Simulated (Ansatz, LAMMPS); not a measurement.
# Na+ FSI- in dimethoxyethane and ethylene carbonate and a fluorinated ether (TTE) at 490 K (144 atoms): a short ab initio trajectory

Wanted: a short trajectory of Na+ FSI- in dimethoxyethane and ethylene carbonate and a fluorinated ether (TTE) at 490 K (144 atoms) with its pair distributions.

Program: Ansatz 0.2.0. Level of theory: Kohn-Sham DFT, PBE+D3(BJ), PAW (set soft_2), plane waves. Results are calculated unless marked as measured.

**1. Set-up**

The cell holds 144 atoms: 36 F, 34 C, 22 O, 44 H, 2 N, 4 S and 2 Na. Its edges and angles: a = 12.906 Å, b = 12.906 Å, c = 12.906 Å, α = 90.0°, β = 90.0°, γ = 90.0°. 2 dimethoxyethane, 2 ethylene carbonate, 4 a fluorinated ether (TTE), 2 Na+, 2 FSI- placed at random, at 1.31 g/cm³; overlaps pushed apart, then 10 ps at 550 K with Joung-Cheatham ions (J. Phys. Chem. B 112, 9020 (2008)); MMFF94 bonds, angles, torsions, charges and radii (Halgren, J. Comput. Chem. 17, 490 (1996)) in harmonic and 12-6 forms; charges of ions scaled by 0.8. Snapshot after 30 ps at 490 K and fixed volume.

What the set-up can't give: The network of contacts between molecules at the start is that of the classical potential that made the cell. The density was typed from a rule of thumb and may lie off the real one at this temperature. Sampling is at Γ alone, for a cell whose shortest periodic width is 13 Å.

**2. Single point at the start**

A single point comes first, to see the forces before anything moves.

Contents of input.yaml:

```yaml
crystal:
  lattice:
    - [12.90643, 0.0, 0.0]
    - [0.0, 12.90643, 0.0]
    - [0.0, 0.0, 12.90643]
  atoms:
    - { symbol: F, position: [0.95103, 0.47468, 0.49435] }
    - { symbol: C, position: [0.00392, 0.39154, 0.50533] }
    - { symbol: F, position: [0.99395, 0.34145, 0.41453] }
    - { symbol: C, position: [0.95801, 0.32238, 0.5833] }
    [... 134 atom lines left out ...]
    - { symbol: S, position: [0.10221, 0.09381, 0.15862] }
    - { symbol: O, position: [0.07638, 0.03839, 0.25405] }
    - { symbol: O, position: [0.11543, 0.2087, 0.15819] }
    - { symbol: F, position: [0.99055, 0.09324, 0.10671] }
    - { symbol: Na, position: [0.53918, 0.35065, 0.85508] }
    - { symbol: Na, position: [0.22383, 0.06387, 0.38661] }
kpoints:
  mp_grid: { grid: [1, 1, 1] }
hamiltonian:
  xc: pbe
  dispersion: d3bj
scf:
  occupations: { method: gaussian, width: 0.025 }
output:
  forces: true
```

Launch:

```bash
$ ansatz run input.yaml --threads 4 --pin off --max-ram 8192MiB --backend cpu --events-out ev --progress --plain --runs-dir out
```

It took 20 s on 4 threads of Arm Neoverse V2, shared host; peak memory 2.9 GiB; 76 s of CPU time.

Numbers from this run:

```yaml
free_energy: -58133.0798 eV
free_energy_per_atom: -403.7019 eV/atom
scf_cycles: 10
r_m_s_force_component: 1.231 eV/Å
longest_force: 5.572 eV/Å
fermi_energy: 1.001 eV
```

The r.m.s. force component of 1.2 eV/Å sets the starting point.

Length of the force by element:

| element | coordination | atoms | mean length of the force (eV/Å) | spread | least | most |
| --- | --- | --- | --- | --- | --- | --- |
| C | all | 34 | 2.55 | 1.25 | 0.492 | 5.57 |
| F | all | 36 | 1.60 | 1.03 | 0.22 | 5.22 |
| H | all | 44 | 1.30 | 0.651 | 0.155 | 2.75 |
| N | all | 2 | 0.966 | 0.194 | 0.772 | 1.16 |
| Na | all | 2 | 0.722 | 0.329 | 0.393 | 1.05 |
| O | all | 22 | 1.94 | 0.595 | 0.789 | 2.91 |
| S | all | 4 | 3.68 | 1.45 | 1.24 | 4.97 |

**3. Dynamics at 490 K**

A Nosé–Hoover thermostat steers the temperature while disturbing the dynamics little. The time step is 0.5 fs, short enough for the stretching of bonds to hydrogen.

input.yaml, as its differences from that of step 2:

```diff
@@ -16 +16,8 @@
   forces: true
+md:
+  timestep: 0.5
+  n_steps: 160
+  ensemble: nvt_nose_hoover
+  temperature: 490
+  initial_velocities: maxwell_boltzmann
+  seed: 2984
```

It took 32 min on 4 threads; peak memory 3.2 GiB; 2 h of CPU time.

The program notes that it switched symmetry off.

Rows from the run:

| time (fs) | T (K) | potential (meV/atom) | conserved (meV/atom) |
| --- | --- | --- | --- |
| 0.0 | 490 | 0.0 | 0.00 |
| 5.5 | 560 | -9.1 | -0.03 |
| 10.5 | 535 | -5.9 | -0.01 |
| 16.0 | 526 | -4.8 | 0.00 |
| 21.5 | 514 | -3.5 | -0.04 |
| 26.5 | 477 | 1.2 | 0.02 |
| 32.0 | 547 | -7.9 | -0.02 |
| 37.5 | 556 | -9.4 | 0.00 |
| 42.5 | 545 | -8.2 | 0.01 |
| 48.0 | 568 | -11.5 | -0.01 |
| 53.5 | 551 | -9.8 | -0.01 |
| 58.5 | 527 | -7.2 | 0.00 |
| 64.0 | 571 | -13.5 | -0.03 |
| 69.5 | 537 | -9.6 | -0.01 |
| 74.5 | 561 | -13.4 | -0.03 |
| 80.0 | 577 | -16.2 | -0.04 |

Mean square displacement from the first frame to the last: F 0.18 Å², C 0.13 Å², O 0.23 Å², H 0.34 Å², N 0.12 Å², S 0.028 Å², Na 0.23 Å².

Mean square displacement against time lag:

| time lag (fs) | C (Å²) | F (Å²) | H (Å²) | N (Å²) | Na (Å²) | O (Å²) | S (Å²) |
| --- | --- | --- | --- | --- | --- | --- | --- |
| 0.5 | 3.0e-5 | 1.8e-5 | 3.1e-4 | 2.1e-5 | 1.4e-5 | 2.6e-5 | 1.0e-5 |
| 3.5 | 0.00139 | 8.8e-4 | 0.0135 | 9.9e-4 | 7.0e-4 | 0.00124 | 4.7e-4 |
| 5.0 | 0.00272 | 0.00177 | 0.0242 | 0.00198 | 0.00142 | 0.00248 | 9.3e-4 |
| 8.5 | 0.00685 | 0.00492 | 0.0482 | 0.00533 | 0.00402 | 0.00673 | 0.00241 |
| 12.0 | 0.0116 | 0.00934 | 0.0689 | 0.00973 | 0.00789 | 0.0124 | 0.00421 |
| 15.0 | 0.0154 | 0.0139 | 0.0829 | 0.0140 | 0.0122 | 0.0179 | 0.00576 |
| 16.5 | 0.0171 | 0.0164 | 0.0860 | 0.0162 | 0.0147 | 0.0209 | 0.00650 |
| 20.0 | 0.0206 | 0.0225 | 0.0825 | 0.0213 | 0.0213 | 0.0279 | 0.00809 |
| 23.5 | 0.0238 | 0.0291 | 0.0816 | 0.0264 | 0.0289 | 0.0353 | 0.00965 |
| 25.0 | 0.0252 | 0.0321 | 0.0864 | 0.0286 | 0.0324 | 0.0387 | 0.0104 |
| 28.0 | 0.0283 | 0.0384 | 0.103 | 0.0331 | 0.0399 | 0.0458 | 0.0120 |
| 31.5 | 0.0327 | 0.0460 | 0.126 | 0.0386 | 0.0494 | 0.0547 | 0.0141 |
| 35.0 | 0.0382 | 0.0541 | 0.156 | 0.0444 | 0.0595 | 0.0642 | 0.0164 |
| 36.5 | 0.0408 | 0.0577 | 0.169 | 0.0468 | 0.0641 | 0.0685 | 0.0174 |
| 40.0 | 0.0474 | 0.0663 | 0.192 | 0.0523 | 0.0751 | 0.0787 | 0.0197 |

The drift taken off is the plain mean over atoms, not the centre of mass, so with hydrogen in the cell the heavy atoms' values at short lags are too large.

Over the second half of 80 fs the temperature averages 559 K with swings of 15 K r.m.s. The conserved energy stays within 0.07 meV/atom. From first frame to last H has the largest mean square displacement, 0.34 Å² at the end; the farthest move is 1.33 Å. The run spans 0.08 ps, too short for its means to be equilibrium values.

**4. Structure statistics late in the run**

The g(r) is a mean over the second half; what follows it is taken at the last frame.

Bonds before and after, by the cutoffs listed below:

| pair | bonds before | bonds after | mean before (Å) | mean after (Å) | spread before (Å) | spread after (Å) |
| --- | --- | --- | --- | --- | --- | --- |
| H-C | 44 | 44 | 1.091 | 1.100 | 0.041 | 0.036 |
| F-C | 32 | 32 | 1.368 | 1.385 | 0.043 | 0.040 |
| F-S | 4 | 4 | 1.604 | 1.655 | 0.044 | 0.042 |
| F-Na | 2 | 2 | 2.207 | 2.553 | 0.086 | 0.068 |
| C-C | 16 | 16 | 1.522 | 1.548 | 0.032 | 0.062 |
| C-O | 26 | 26 | 1.403 | 1.401 | 0.076 | 0.066 |
| O-S | 8 | 8 | 1.466 | 1.450 | 0.028 | 0.025 |
| O-Na | 10 | 10 | 2.472 | 2.448 | 0.226 | 0.147 |
| S-N | 4 | 4 | 1.575 | 1.592 | 0.024 | 0.023 |

Density 1.31 g/cm³, 14.93 Å³ an atom.

Mean of 15 frames. Pair distribution functions g(r), in bins of 0.2 Å:

| r (Å) | total | H-H | H-F | H-C | H-O | H-S | H-N |
| --- | --- | --- | --- | --- | --- | --- | --- |
| 1.00 | 1.53 | 0.00 | 0.00 | 10.59 | 0.00 | 0.00 | 0.00 |
| 1.20 | 1.64 | 0.00 | 0.00 | 10.13 | 0.00 | 0.00 | 0.00 |
| 1.40 | 2.67 | 0.00 | 0.00 | 0.00 | 0.00 | 0.00 | 0.00 |
| 1.60 | 0.81 | 0.64 | 0.00 | 0.00 | 0.00 | 0.00 | 0.00 |
| 1.80 | 0.55 | 5.47 | 0.14 | 0.00 | 0.08 | 0.00 | 0.00 |
| 2.00 | 0.90 | 0.67 | 2.00 | 0.75 | 4.42 | 0.00 | 0.00 |
| 2.20 | 1.50 | 0.45 | 1.08 | 2.76 | 3.02 | 0.00 | 0.00 |
| 2.40 | 1.61 | 1.47 | 1.19 | 0.74 | 0.16 | 0.00 | 0.00 |
| 2.60 | 1.02 | 1.36 | 1.46 | 0.89 | 0.87 | 0.00 | 0.00 |
| 2.80 | 0.86 | 0.76 | 1.09 | 1.01 | 1.04 | 0.04 | 0.16 |
| 3.00 | 0.89 | 1.24 | 0.87 | 0.90 | 0.99 | 1.27 | 1.52 |
| 3.20 | 0.75 | 0.83 | 0.93 | 0.76 | 1.23 | 0.73 | 0.82 |
| 3.40 | 0.92 | 0.59 | 1.08 | 0.72 | 1.33 | 2.33 | 1.02 |
| 3.60 | 0.85 | 0.68 | 0.77 | 0.66 | 0.74 | 1.59 | 1.00 |
| 3.80 | 0.80 | 0.76 | 0.82 | 0.69 | 0.82 | 1.31 | 0.86 |
| 4.00 | 0.92 | 0.86 | 0.97 | 0.96 | 0.89 | 1.25 | 0.93 |
| 4.20 | 0.93 | 0.67 | 0.89 | 0.85 | 0.98 | 1.73 | 0.77 |
| 4.40 | 0.90 | 0.88 | 0.84 | 0.81 | 0.97 | 1.39 | 1.07 |
| 4.60 | 1.06 | 0.81 | 0.97 | 0.80 | 0.96 | 1.71 | 2.13 |
| 4.80 | 1.04 | 1.04 | 0.92 | 0.75 | 1.35 | 0.86 | 2.21 |
| 5.00 | 0.97 | 0.96 | 0.98 | 0.88 | 1.10 | 0.79 | 1.46 |
| 5.20 | 1.00 | 1.02 | 0.95 | 0.86 | 0.97 | 0.97 | 1.01 |
| 5.40 | 1.04 | 0.98 | 0.98 | 0.98 | 0.91 | 0.93 | 1.07 |
| 5.60 | 1.00 | 1.05 | 1.01 | 0.87 | 1.04 | 1.37 | 0.86 |
| 5.80 | 1.00 | 0.96 | 0.97 | 0.97 | 1.05 | 1.23 | 1.56 |
| 6.00 | 1.00 | 0.96 | 0.86 | 1.23 | 1.12 | 0.80 | 1.03 |
| 6.20 | 0.96 | 1.07 | 0.87 | 1.08 | 0.88 | 0.83 | 0.99 |
| 6.40 | 0.98 | 1.11 | 1.02 | 0.99 | 1.07 | 0.81 | 0.82 |

Bonds by pair of elements; cutoffs follow the first minimum of g(r), held within bounds set by covalent radii, and pairs that aren't listed don't count as bonded:

| pair A-B | cutoff (Å) | bonds | mean length (Å) | spread (Å) | shortest (Å) | B about A | A about B |
| --- | --- | --- | --- | --- | --- | --- | --- |
| H-C | 1.34 | 44 | 1.1 | 0.036 | 1.03 | 1 | 1.29 |
| F-C | 1.62 | 32 | 1.39 | 0.04 | 1.30 | 0.889 | 0.941 |
| F-S | 1.98 | 4 | 1.66 | 0.042 | 1.60 | 0.111 | 1 |
| F-Na | 2.77 | 2 | 2.55 | 0.068 | 2.48 | 0.056 | 1 |
| C-C | 1.85 | 16 | 1.55 | 0.062 | 1.46 | 0.941 | 0.941 |
| C-O | 1.73 | 26 | 1.40 | 0.066 | 1.24 | 0.765 | 1.18 |
| O-S | 1.93 | 8 | 1.45 | 0.025 | 1.41 | 0.364 | 2 |
| O-Na | 3.09 | 10 | 2.45 | 0.147 | 2.13 | 0.455 | 5 |
| S-N | 2.12 | 4 | 1.59 | 0.023 | 1.55 | 1 | 2 |

How many atoms have how many bonded neighbours:

| element | mean | 1 | 2 | 3 | 4 | 6 |
| --- | --- | --- | --- | --- | --- | --- |
| C | 3.94 | 0 | 0 | 2 | 32 | 0 |
| F | 1.06 | 34 | 2 | 0 | 0 | 0 |
| H | 1 | 44 | 0 | 0 | 0 | 0 |
| N | 2 | 0 | 2 | 0 | 0 | 0 |
| Na | 6 | 0 | 0 | 0 | 0 | 2 |
| O | 2 | 4 | 14 | 4 | 0 | 0 |
| S | 4 | 0 | 0 | 0 | 4 | 0 |

Bond angles (no mean is given where the spread exceeds 20°):

| angle | count | mean (°) | spread (°) |
| --- | --- | --- | --- |
| C-C-F | 40 | 110 | 4.5 |
| H-C-O | 36 | 110 | 6 |
| C-C-H | 32 | 111 | 5.1 |
| H-C-H | 24 | 107 | 4.9 |
| O-Na-O | 21 | - | - |

Bond length by coordination (bonds to H left out):

| element | coordination | atoms | mean bond length (Å) |
| --- | --- | --- | --- |
| C | 3 | 2 | 1.31 |
| C | 4 | 32 | 1.46 |
| F | 1 | 34 | 1.42 |
| F | 2 | 2 | 1.97 |
| O | 1 | 4 | 1.44 |
| O | 2 | 14 | 1.62 |
| O | 3 | 4 | 1.77 |

Rings of the network by King's shortest-path rule, up to 12 atoms, one path for each pair of neighbours; H, halogens, alkali and alkaline-earth atoms are left out, and the last column divides by all other atoms, bonded or not:

| ring size (atoms) | rings | per network atom |
| --- | --- | --- |
| 5 | 2 | 0.032 |

By these cutoffs 94 % of C atoms have 4, 94 % of F atoms have 1, all H atoms have 1 and all N atoms have 2 bonded neighbours. The C-C-F angle averages 110° with a spread of 4°. All rings counted have 5 atoms.

**5. Single point at the last frame**

The last frame is solved once more, with the analyses that the dynamics left out.

Contents of input.yaml:

```yaml
crystal:
  lattice:
    - [12.90643, 0.0, 0.0]
    - [0.0, 12.90643, 0.0]
    - [0.0, 0.0, 12.90643]
  atoms:
    - { symbol: F, position: [0.94665, 0.49369, 0.52662] }
    - { symbol: C, position: [0.01461, 0.40315, 0.53469] }
    - { symbol: F, position: [0.032, 0.36709, 0.4306] }
    - { symbol: C, position: [0.96139, 0.31765, 0.5963] }
    [... 134 atom lines left out ...]
    - { symbol: S, position: [0.10748, 0.10098, 0.16533] }
    - { symbol: O, position: [0.10911, 0.06766, 0.26942] }
    - { symbol: O, position: [0.12565, 0.20791, 0.13754] }
    - { symbol: F, position: [0.98551, 0.10241, 0.14161] }
    - { symbol: Na, position: [0.50298, 0.37346, 0.87973] }
    - { symbol: Na, position: [0.21162, 0.06384, 0.3987] }
kpoints:
  mp_grid: { grid: [1, 1, 1] }
hamiltonian:
  xc: pbe
  dispersion: d3bj
scf:
  occupations: { method: gaussian, width: 0.025 }
output:
  forces: true
  stress: true
  populations: true
  dos:
    method: { smearing: { sigma: 0.15 } }
    de: 0.1
    projected: { site_lists: { C: [C], F: [F], H: [H], "N": ["N"], Na: [Na] } }
  eigenvalues: true
  write_density: true
  write_potential: true
  volumetric_format: npy
  elf: true
```

The job ended after 39 s (4 threads; peak memory 3 GiB).

The program notes that the exchange-correlation potential is rough where the density is thin.

Numbers from this run:

```
free energy                                      : -58135.4132 eV
free energy per atom                             : -403.7181 eV/atom
SCF cycles                                       : 11
pressure                                         : -0.7478 GPa
r.m.s. force component                           : 1.099 eV/Å
longest force                                    : 4.813 eV/Å
Fermi energy                                     : 1.218 eV
gap (highest filled to lowest empty level) : 4.209 eV
spilling of the projection                       : 0.01225
```

Neighbours are counted within 1.34 Å (H-C), 1.62 Å (F-C), 1.98 Å (F-S), 2.77 Å (F-Na), 1.85 Å (C-C), 1.73 Å (C-O), 1.93 Å (O-S), 3.09 Å (O-Na), 2.12 Å (S-N), the cutoffs taken from the dynamics.

Length of the force by element and coordination:

| element | coordination | atoms | mean length of the force (eV/Å) | spread | least | most |
| --- | --- | --- | --- | --- | --- | --- |
| C | all | 34 | 2.60 | 0.921 | 0.678 | 4.81 |
| C | 3 | 2 | 2.73 | 0.724 | 2.01 | 3.46 |
| C | 4 | 32 | 2.59 | 0.931 | 0.678 | 4.81 |
| F | all | 36 | 1.21 | 0.604 | 0.361 | 2.99 |
| F | 1 | 34 | 1.23 | 0.607 | 0.361 | 2.99 |
| F | 2 | 2 | 0.905 | 0.441 | 0.464 | 1.35 |
| H | all | 44 | 1.14 | 0.627 | 0.361 | 2.70 |
| N | all | 2 | 1.15 | 0.152 | 0.997 | 1.30 |
| Na | all | 2 | 0.521 | 0.0898 | 0.432 | 0.611 |
| O | all | 22 | 1.85 | 0.806 | 0.744 | 3.51 |
| O | 1 | 4 | 1.10 | 0.330 | 0.744 | 1.60 |
| O | 2 | 14 | 2.01 | 0.720 | 0.854 | 3.46 |
| O | 3 | 4 | 2.03 | 0.986 | 0.888 | 3.51 |
| S | all | 4 | 2.49 | 1.15 | 0.825 | 4.08 |

Löwdin charges by element and coordination (they lack the spilled electrons, 0.052 e an atom on average):

| element | coordination | atoms | mean charge (e) | spread | least | most |
| --- | --- | --- | --- | --- | --- | --- |
| C | all | 34 | 0.254 | 0.366 | -0.256 | 0.756 |
| C | 3 | 2 | 0.721 | 0.0015 | 0.719 | 0.722 |
| C | 4 | 32 | 0.225 | 0.357 | -0.256 | 0.756 |
| F | all | 36 | -0.263 | 0.0606 | -0.434 | -0.192 |
| F | 1 | 34 | -0.265 | 0.0617 | -0.434 | -0.192 |
| F | 2 | 2 | -0.238 | 0.0244 | -0.262 | -0.213 |
| H | all | 44 | 0.211 | 0.0204 | 0.164 | 0.254 |
| N | all | 2 | -0.860 | 0.0159 | -0.876 | -0.844 |
| Na | all | 2 | 0.784 | 0.0042 | 0.78 | 0.788 |
| O | all | 22 | -0.462 | 0.191 | -0.737 | -0.228 |
| O | 1 | 4 | -0.699 | 0.0213 | -0.732 | -0.673 |
| O | 2 | 14 | -0.426 | 0.191 | -0.737 | -0.228 |
| O | 3 | 4 | -0.354 | 0.0222 | -0.392 | -0.336 |
| S | all | 4 | 2.36 | 0.0472 | 2.33 | 2.44 |

Density of states as counts of states in windows of 1 eV (from the Fermi level), total and the larger projections:

| from (eV) | to (eV) | total | F p | C p | H s | C s |
| --- | --- | --- | --- | --- | --- | --- |
| -18 | -17 | 1.8 | 0.2 | 0.3 | 0.1 | 0.8 |
| -17 | -16 | 7.0 | 0.6 | 1.1 | 0.5 | 3.0 |
| -16 | -15 | 15.2 | 1.4 | 2.2 | 1.6 | 6.6 |
| -15 | -14 | 11.9 | 2.0 | 1.4 | 0.8 | 2.6 |
| -14 | -13 | 11.2 | 1.5 | 1.5 | 1.7 | 3.3 |
| -13 | -12 | 15.5 | 5.4 | 2.0 | 1.8 | 3.2 |
| -12 | -11 | 28.1 | 9.5 | 7.2 | 1.7 | 1.8 |
| -11 | -10 | 37.4 | 19.7 | 10.1 | 1.3 | 0.3 |
| -10 | -9 | 43.9 | 15.9 | 11.9 | 3.0 | 0.6 |
| -9 | -8 | 32.7 | 6.2 | 10.1 | 3.6 | 0.6 |
| -8 | -7 | 51.2 | 28.9 | 8.2 | 2.9 | 0.3 |
| -7 | -6 | 88.4 | 63.6 | 7.7 | 3.5 | 0.6 |
| -6 | -5 | 57.5 | 25.5 | 8.1 | 3.8 | 0.6 |
| -5 | -4 | 38.5 | 10.0 | 7.0 | 3.9 | 0.3 |
| -4 | -3 | 28.5 | 2.2 | 2.9 | 2.2 | 0.1 |
| -3 | -2 | 10.7 | 0.1 | 0.8 | 1.3 | 0.0 |
| -2 | -1 | 0.5 | 0.0 | 0.0 | 0.1 | 0.0 |
| -1 | 1 | 0.0 | 0.0 | 0.0 | 0.0 | 0.0 |
| 1 | 2 | 0.2 | 0.0 | 0.0 | 0.0 | 0.0 |
| 2 | 3 | 21.0 | 1.9 | 5.8 | 1.6 | 0.7 |
| 3 | 4 | 35.0 | 3.5 | 10.7 | 3.4 | 1.6 |
| 4 | 5 | 37.7 | 2.4 | 9.0 | 5.2 | 2.3 |

Between -26 and -18 eV lie 64 more states.

The stored curve holds about 544 of the 616 electrons; the rest, give or take the few that broadening carries across the Fermi level, lie in deeper levels below its range.

Not all projections were asked for or kept, so they needn't add up to the total.

The levels nearest the highest filled one (over half full), pooled over k-points and spins:

| level less the highest filled one (eV) | occupation |
| --- | --- |
| -0.875 | 2 |
| -0.786 | 2 |
| -0.498 | 2 |
| -0.249 | 2 |
| -0.142 | 2 |
| 0 | 2 |
| 4.21 | 0 |
| 4.38 | 0 |
| 4.58 | 0 |
| 4.69 | 0 |
| 4.75 | 0 |
| 4.78 | 0 |

Mean Löwdin charges: C +0.25, F -0.26, H +0.21, N -0.86, Na +0.78, O -0.46 e (they miss 1.2 % of the electrons, so they add up to more than the cell's charge).

**6. Outcome**

```json
{
  "mean temperature, second half": "559.1 K",
  "temperature swing, second half": "15.16 K",
  "slope of the conserved energy against time, by least squares": "-0.0881 meV/atom/ps",
  "free energy per atom": "-403.7181 eV/atom",
  "pressure": "-0.7478 GPa",
  "r.m.s. force component": "1.099 eV/Å",
  "gap (highest filled to lowest empty level)": "4.209 eV",
  "wall time of the 3 DFT runs": "33 min"
}
```

What this shows: Over the second half of 80 fs the temperature averages 559 K with swings of 15 K r.m.s. The conserved energy stays within 0.07 meV/atom. The run spans 0.08 ps, too short for its means to be equilibrium values. By these cutoffs 94 % of C atoms have 4, 94 % of F atoms have 1, all H atoms have 1 and all N atoms have 2 bonded neighbours. The highest filled and lowest empty levels differ by 4.21 eV (at Γ alone); a semilocal functional tends to put such gaps too low. In a disordered cell it changes from sample to sample and from frame to frame.

**Limits.** The network of contacts between molecules at the start is that of the classical potential that made the cell; DFT moved the atoms only locally, and no bond changed. The pressure of a single frame lacks the kinetic term, about 0.52 GPa here.

[Logs are printed without paths, hosts, clocks, repeated set-up lines and the standing remarks that a program may print on its own settings, such as how far it seeks lower states.]

[Hosts, paths, dates, database ids (printed as entryN), source tags and the programs' standing remarks are cut or masked in the printed files.]

[The MMFF94 radii named for the starting cell were scaled by 0.96; in molecules described by MMFF94, hydrogen bound to N, O or S took a small fixed 12-6 site in their place.]
